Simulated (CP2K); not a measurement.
Consider 2-carboxyoxazole at its PBE geometry (Å).

```xyz
11

O     2.2285   -0.6833    1.1135
C     1.6829   -0.2425    0.1136
O     2.3237    0.1226   -1.0361
C     0.2288   -0.0338   -0.0039
N    -0.4868    0.3896   -1.0168
C    -1.7861    0.3853   -0.5401
C    -1.7901   -0.0458    0.7584
O    -0.4998   -0.3235    1.1231
H     3.2722   -0.0570   -0.8663
H    -2.6230    0.6904   -1.1590
H    -2.5503   -0.2020    1.5136
```

Method: CP2K XAS_TDP, all-electron GAPW, PBEh(45%), aug-cc-pVDZ, TDA, no relativity.

Q: Predict the bright core excitations at the N K edge.

Leading lines: N5 394.90 eV. The leading line of an atom is its first one with 35 % of the strongest within 2.5 eV of its lowest line over the strength cut. 

The first six lines of each atom with a strength over 0.0015:

| atom | energy (eV) | states | strength, one atom |
| --- | --- | --- | --- |
| N5 (bonded to 2 C) | 394.90 | 1 | 0.0481 |
|  | 398.84 | 1 | 0.0059 |
|  | 400.72 | 1 | 0.0045 |
|  | 401.14 | 1 | 0.0041 |
|  | 401.48 | 1 | 0.0091 |
|  | 401.75 | 1 | 0.0016 |

Lines are vertical, at one geometry, with no vibrational structure. Without a correction of the core level, line positions, and the gaps between valence and Rydberg lines, follow the share of exact exchange. At this level such K lines come out 3 to 6 eV under measured ones. These values hold no scalar relativity, about 0.2 eV for N 1s. Rydberg lines, and the discretised continuum above threshold, depend on the basis and the box.

[Banner, clock and machine lines of the logs are left out without a mark of their own.]

[Logs are printed without paths, hosts, clocks, repeated set-up lines and the standing remarks that a program may print on its own settings, such as how far it seeks lower states.]

[Hosts, paths, dates, database ids (printed as entryN), source tags and the programs' standing remarks are cut or masked in the printed files.]
